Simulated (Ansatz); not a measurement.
# A hypothetical structure for Zn2Ni, part 2 of 2

Starting from a made-up structure for Zn2Ni, the aim is the relaxed cell, its shortest contacts and, where a second run follows, its electronic structure.

Ansatz 0.2.0; DFT, PBEsol, plane-wave PAW, files of the set soft_1, scalar-relativistic, ferromagnetic start, cell and ions relaxed at zero pressure; PAW set soft_1 (the session's first sound run).

So far: Starting point; Relaxation of the guess. The relaxed cell has a = 2.875, c = 8.870 Å (conventional setting).

**3. Bands of the relaxed cell**

A second self-consistent run takes a narrower smearing and the mesh shown in its input; the bands follow along the standard path of the relaxed lattice.

This step: DFT, PBEsol, plane-wave PAW, files of the set soft_1, scalar-relativistic, no spin, bands and density of states at the relaxed cell; PAW set soft_1 (Ansatz 0.2.0).

Contents of input.yaml:

```yaml
crystal:
  lattice:
    - [-1.4375703625, 1.4375703625, 4.4348740096]
    - [1.4375703625, -1.4375703625, 4.4348740096]
    - [1.4375703625, 1.4375703625, -4.4348740096]
  atoms:
    - { symbol: Zn, position: [0.6573337814, 0.6573337814, 0.0] }
    - { symbol: Zn, position: [0.3426662186, 0.3426662186, 0.0] }
    - { symbol: Ni, position: [0.0, 0.0, 0.0] }
kpoints:
  mp_grid: { grid: [16, 16, 16] }
  band_path:
    path:
      - [[0.0, 0.0, 0.0], [-0.5, 0.5, 0.0], [-0.5, 0.5, -0.05253705], [-0.27626852, 0.27626852, -0.27626852], [0.0, 0.0, 0.0], [0.5, 0.5, -0.5], [0.27626852, 0.72373148, -0.72373148], [0.0, 0.5, -0.5], [-0.25, 0.75, -0.25], [0.05253705, 0.94746295, -0.5], [0.5, 0.5, -0.5]]
      - [[-0.5, 0.5, 0.0], [-0.25, 0.75, -0.25]]
    npoints: 7
scf:
  occupations: { method: fermi_dirac, width: 0.03 }
  n_extra_bands: 7
hamiltonian:
  xc: pbesol
  pseudopotentials: { kind: paw, azcp: { folder: soft_1 }, xc_functional: pbe }
output:
  forces: true
  stress: true
  write_bands: true
  dos: { projected: true }
  write_density: true
  write_potential: true
  elf: true
  volumetric_format: npy
```

The run is started by

```
$ ansatz run input.yaml --threads 4 --pin off --max-ram 8192MiB --backend cpu --events-out ev --progress --plain --runs-dir out
```

Numbers of over 12 decimals in the logs are rounded to 6 here.

Output:

```text
basis.fft_grid_basis auto: the FFT boxes are laid along the combinations [[1, -1, 0], [0, 1, 0], [1, 0, 1]] of the cell's own vectors, 4.066, 4.879 and 2.875 Å long. The dense box has 30×36×20 points. Along the cell's own vectors, as sized, it would have 36×36×36, 2.16 times as many. Of the 16 symmetry operations that the crystal satisfies within crystal.symmetry.tolerance (time reversal apart; of a slab, those that  [...]
[...]
Crystal: 3 atoms, lattice volume = 36.661 Å³
Basis set: ecut = 420 eV, 723 PW (Γ), FFT grids on a1−a2, a2, a1+a3, exchange–correlation on 60×72×40 points (8 copies of the dense FFT grid, shifted against one another)
Bands: 28, of which v1, the nominal top of the filled ones, is band 21 counted from 1 (20 counted from 0)
Symmetry: 16 space group operations
[...]
k-points: 349 of 4096
[...]
SCF iter   1: F=—  HF=-12368.325390 eV  |F-HF|=—  |Δ(HF+E_count)|=         —  Δρ=1.20e-1  dr2=6.10e0  ethr=3.10e-3  ⟨swp⟩=6.4  Hψ=49649  notcnv=0
[...]
SCF iter  10: F=-12367.343555 eV  HF=-12367.343555 eV  |F-HF|=1.86e-8  |Δ(HF+E_count)|=   1.80e-7  Δρ=1.03e-5  dr2=3.99e-8  ethr=2.38e-10  ⟨swp⟩=13.2  Hψ=83243  notcnv=0
SCF 1 converged in 10 iterations: F = -12367.343555 eV  dr2 = 3.99e-8
[...]
NSCF: frozen V_eff on 79 k-points
SCF converged after 10 iterations
Free energy (F): -12367.343555 eV
[...]
Internal energy: -12367.339513 eV  (E = F + TS)
E sigma→0 (E₀):  -12367.341534 eV
Entropy (-TS):   -0.004042 eV (-1.347 meV/atom)
Fermi energy:    14.405177 eV
[...]
--- Forces (eV/Å), atoms counted from 1 ---
  atom   1  Zn     0.00000000    -0.00000000     0.01817287
  atom   2  Zn     0.00000000    -0.00000000    -0.01817287
  atom   3  Ni     0.00000000     0.00000000    -0.00000000
  max |Σ_I F_I| component: 8.67e-18 eV/Å
--- Stress (GPa, compression-positive) ---
       -0.077990       0.000000       0.000000
        0.000000      -0.077990      -0.000000
        0.000000      -0.000000       0.131248
  P = ⅓ Tr σ = -0.0082 GPa (-0.082 kbar)
--- Band table (eV; the first three rows and the last of 349) ---
  k-point 0: bands = [... 17 lower, 12.6686, 12.9755, 12.9755, 13.4646, 14.5898, 23.7083, 23.7083, 24.1419, ... 3 higher]
  k-point 1: bands = [... 17 lower, 12.3854, 12.9426, 13.3963, 13.4257, 14.6402, 22.6666, 22.7492, 23.3786, ... 3 higher]
  k-point 2: bands = [... 17 lower, 12.2887, 12.8406, 13.3039, 14.0739, 14.8235, 21.1064, 21.2030, 21.9455, ... 3 higher]
  k-point 348: bands = [... 17 lower, 12.8264, 13.1210, 13.1210, 13.4673, 20.2167, 21.0681, 21.0681, 25.4829, ... 3 higher]
```

It took 8.6 s on 4 threads of Arm Neoverse V2, shared host; peak memory 0.57 GiB; 33 s of CPU time.

This step gave:

```yaml
free_energy: -12367.3436 eV
energy_at_zero_smearing: -12367.3415 eV
smearing_term_ts: 0.004042 eV
fermi_energy: 14.41 eV
pressure: -0.008244 GPa
```

bands.tsv at the labelled points (eV, zero at the Fermi level; the bands that come nearest the Fermi level along the path):

```tsv
point	band 18	band 19	band 20	band 21	band 22	band 23	band 24	band 25
Γ	-1.74	-1.43	-1.43	-0.94	0.18	9.30	9.30	9.74
X	-1.91	-1.36	-0.56	1.34	2.06	2.30	2.40	4.61
Y	-1.87	-1.38	-0.48	0.64	0.85	2.45	3.89	5.54
S	-1.92	-1.90	-1.43	-1.09	-0.37	4.85	4.96	10.88
Γ	-1.74	-1.43	-1.43	-0.94	0.18	9.30	9.30	9.74
Z	-1.58	-1.28	-1.28	-0.94	5.81	6.66	6.66	11.08
S1	-1.92	-1.90	-1.43	-1.09	-0.37	4.85	4.96	10.88
N	-2.08	-1.93	-1.43	-1.08	-0.37	2.36	7.08	8.74
P	-1.37	-0.56	-0.45	-0.45	2.26	2.27	4.70	4.70
Y1	-1.87	-1.38	-0.48	0.64	0.85	2.45	3.89	5.54
Z	-1.58	-1.28	-1.28	-0.94	5.81	6.66	6.66	11.08
X	-1.91	-1.36	-0.56	1.34	2.06	2.30	2.40	4.61
P	-1.37	-0.56	-0.45	-0.45	2.26	2.27	4.70	4.70
```

Electrostatic potential energy in the ab plane of the cell as run, not the conventional one, at fractional z = 0.000, with atoms of Zn and Ni within 0.2 Å of it. With pseudopotentials it is smooth inside the atoms' cores, unlike the true potential.

Values in eV, 13 rows by 14 columns, each cell a mean:
```
 14  10  -7   6  14  13  10  10  12  15  16  13  -3   1
 -5  -2  -9   0  12  10  -3 -11  -5   8  14  16  12  -1
  5  -4  -6   3  12  10 -10 -33 -37 -22   2  14  16  14
 14  12  10  12  14  13  -2 -35 -57 -54 -30   0  14  16
 14  13  11  12  14  15  11 -15 -47 -59 -53 -23   6  14
 13   6  -5  -6   3  13  15   8 -17 -42 -50 -34  -5  12
 13   3 -20 -35 -30  -9  10  14  10  -6 -21 -21  -6  10
 14   9 -17 -47 -57 -44 -14  10  15  13   8   3   6  12
 15  14   0 -31 -56 -59 -41  -7  13  15  14  12  13  14
 15  16  13  -3 -32 -51 -47 -21   6  13  11   5   5  10
  3  13  16  14   2 -17 -26 -18   2  12   7  -7  -9  -7
 -3  -1  13  16  14  10   2   1   8  13   9  -7  -1   8
 15  -1   0  14  15  14  13  12  13  15  14   1  -3  15
```
Columns run along a (4.9 Å; values clipped at the 3rd and 97th percentile), rows up along b (4.9 Å). Atoms in or near the plane, at fractional coordinates: Zn at (0.66, 0.66), Zn at (0.34, 0.34), Ni at (0.00, 0.00).

ELF in the ab plane of the cell as run, not the conventional one, at fractional z = 0.000, with atoms of Zn and Ni within 0.2 Å of it. It is the smooth field of the valence electrons, not physical close to the nuclei.

Values, 13 rows by 14 columns, each cell a mean:
```
0.87 0.74 0.31 0.19 0.26 0.24 0.21 0.21 0.23 0.28 0.29 0.21 0.21 0.53
0.40 0.50 0.33 0.19 0.23 0.22 0.17 0.14 0.15 0.19 0.25 0.27 0.20 0.20
0.19 0.22 0.22 0.18 0.22 0.22 0.15 0.06 0.04 0.09 0.16 0.23 0.27 0.22
0.27 0.22 0.21 0.20 0.23 0.25 0.18 0.05 0.00 0.01 0.07 0.16 0.24 0.30
0.27 0.24 0.23 0.23 0.26 0.28 0.22 0.12 0.02 0.00 0.01 0.09 0.18 0.27
0.24 0.19 0.16 0.16 0.19 0.24 0.27 0.20 0.12 0.03 0.01 0.05 0.16 0.22
0.24 0.18 0.10 0.05 0.07 0.14 0.21 0.26 0.22 0.16 0.10 0.10 0.16 0.21
0.26 0.20 0.12 0.02 0.00 0.03 0.12 0.22 0.28 0.25 0.21 0.20 0.20 0.23
0.30 0.25 0.16 0.06 0.00 0.00 0.03 0.16 0.24 0.27 0.24 0.23 0.24 0.26
0.26 0.28 0.22 0.15 0.06 0.01 0.01 0.10 0.21 0.24 0.19 0.19 0.20 0.21
0.19 0.21 0.27 0.23 0.17 0.11 0.08 0.12 0.19 0.23 0.19 0.22 0.30 0.28
0.45 0.20 0.21 0.28 0.26 0.21 0.18 0.18 0.20 0.25 0.21 0.24 0.53 0.69
0.89 0.47 0.19 0.23 0.30 0.27 0.24 0.23 0.25 0.28 0.24 0.19 0.44 0.89
```
Columns run along a (4.9 Å), rows up along b (4.9 Å). Atoms in or near the plane, at fractional coordinates: Zn at (0.66, 0.66), Zn at (0.34, 0.34), Ni at (0.00, 0.00).

Valence density in the ab plane of the cell as run, not the conventional one, at fractional z = 0.000, with atoms of Zn and Ni within 0.2 Å of it. It is the smooth field of the valence electrons, not physical close to the nuclei.

Values in e/Å³, 13 rows by 14 columns, each cell a mean:
```
37 21  3  1  0  0  0  0  0  0  0  0  1 11
 6  9  4  1  0  0  1  1  1  0  0  0  0  1
 1  1  1  1  0  0  1  3  4  2  0  0  0  0
 0  0  0  0  0  0  1  4 20 19  4  1  0  0
 0  0  0  0  0  0  0  1 12 33 16  2  0  0
 0  0  1  1  0  0  0  0  2  8 11  3  1  0
 0  0  1  3  3  1  0  0  0  1  2  1  1  0
 0  0  1  9 22 10  1  0  0  0  0  0  0  0
 0  0  1  4 24 31  7  1  0  0  0  0  0  0
 0  0  0  1  4 13  8  1  0  0  0  1  1  0
 1  0  0  0  0  1  2  1  0  0  0  1  3  2
 8  1  0  0  0  0  0  0  0  0  0  2  9 19
42  9  1  0  0  0  0  0  0  0  0  1  7 38
```
Columns run along a (4.9 Å), rows up along b (4.9 Å). Atoms in or near the plane, at fractional coordinates: Zn at (0.66, 0.66), Zn at (0.34, 0.34), Ni at (0.00, 0.00).

**4. Results**

```
space group, relaxed : I4/mmm
conventional cell    : a = 2.875, b = 2.875, c = 8.870 Å; α = 90.0°, β = 90.0°, γ = 90.0°
volume per atom      : 12.22 Å³ (guess 13.67)
total moment         : 0.00 μB in the cell of 3 atoms
```

Zn2Ni relaxes to I4/mmm with a = 2.875, b = 2.875 and c = 8.870 Å. The guessed volume was 12 % too large. The space group I4/mmm was held in the relaxation, so the end point is a stationary structure within it and may be a saddle against distortions or other arrangements. The moments died out from this one start and weren't seeded again at the relaxed cell. Bands cross the Fermi level, so it is a metal or semimetal at this level. On the 16×16×16 mesh with the narrower smearing (relaxed on 11×11×11) the largest force component is 0.018 eV/Å and the largest stress component is 0.131 GPa, against the relaxation's thresholds of 0.015 eV/Å and 0.05 GPa. The cutoff wasn't tested. A vector of the cell changed its length by 11 %, more than the volume shows. No dispersion term is used, so weakly bound directions may come out too long. Nothing here tests whether the compound is stable against decomposition.

[Logs are printed without paths, hosts, clocks, repeated set-up lines and the standing remarks that a program may print on its own settings, such as how far it seeks lower states.]

[Hosts, paths, dates, database ids (printed as entryN), source tags and the programs' standing remarks are cut or masked in the printed files.]
